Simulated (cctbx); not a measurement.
## Lattice, Laue class and space group of a new crystal

Cell: a = 4.3580 Å, b = 4.3580 Å, c = 21.9450 Å, α = 90.00°, β = 90.00°, γ = 90.00°. Expected content of the cell: Tl2 Cd13 Cu2 Al2.

The data are simulated with cctbx, not measured: synchrotron X-rays, λ = 0.7749 Å, to d = 0.7 Å, 70 % of the full sphere, strongest reflection 20000 counts, noise from counting, a 4 % proportional error and a noise floor of 15 counts (s.d.); no absorption, some extinction.

Tests on the unmerged data give:

```text
3518 reflections to d = 0.700 A
centring   violations  <I/sigma> of those
    A        875 of  1766      6.1
    B        893 of  1785      6.2
    C        662 of  1739      3.6
    I        933 of  1757      6.4
    R       1202 of  2373      6.2
    F       1215 of  2645      5.3
Laue class    unique    Rint  (classes that these axes allow; Friedel mates merged)
P -1             2281   0.038
P 1 2/m 1        1370   0.043
P 1 1 2/m        1291   0.044
P 2/m 1 1        1384   0.043
P m m m           805   0.047
P 4/m             668   0.048
P 4/m m m         467   0.049
space group    extra absences  I>4sigma  <I/sigma>
P 4 2 2                 0          0         -  acentric
P 4 21 2                9          0       1.2  acentric
P 4 m m                 0          0         -  acentric
P -4 2 m                0          0         -  acentric
P -4 21 m               9          0       1.2  acentric
P -4 m 2                0          0         -  acentric
P 4/m m m               0          0         -  centric
P 4/n m m :1           41          0       1.1  centric
P 4/n m m :2           41          0       1.1  centric
Wilson B = 0.47 A^2   <|E^2-1|> = 1.210 (0.968 centric, 0.736 acentric)   E^2>4: 5.9 %
shell (A)         n   <I/sigma>
21.96 - 1.40     78     16.8
 1.40 - 1.11     59     19.4
 1.11 - 0.97     65     17.1
 0.97 - 0.88     47     16.6
 0.88 - 0.82     61     14.6
 0.82 - 0.77     50     12.4
 0.77 - 0.73     53     19.5
 0.73 - 0.70     54     13.2
```

**Question.** What are the lattice type, the Laue class and the likely space group?

Every centring test has many violations, so the lattice is primitive.

Rint stays low (0.038 to 0.049) up to P 4/m m m, the highest class in these axes.

9 settings pass the absence test. The most absences obeyed, 41, belong to P 4/n m m alone.

⟨|E²−1|⟩ = 1.210 is above even the centric ideal, a mark of pseudo-translation (a class of systematically weak reflections). The Wilson B of 0.47 Å² means U ≈ 0.0060 Å².

The true group is P4/mmm (no. 123), Laue class 4/mmm, centrosymmetric. It passes the tests but isn't the first choice, because the arrangement of the atoms makes further classes of reflections very weak or absent.

The model is made up (kin elements in a known structure type, no relaxation), so it says nothing on whether the phase exists.

[Logs are printed without paths, hosts, clocks, repeated set-up lines and the standing remarks that a program may print on its own settings, such as how far it seeks lower states.]
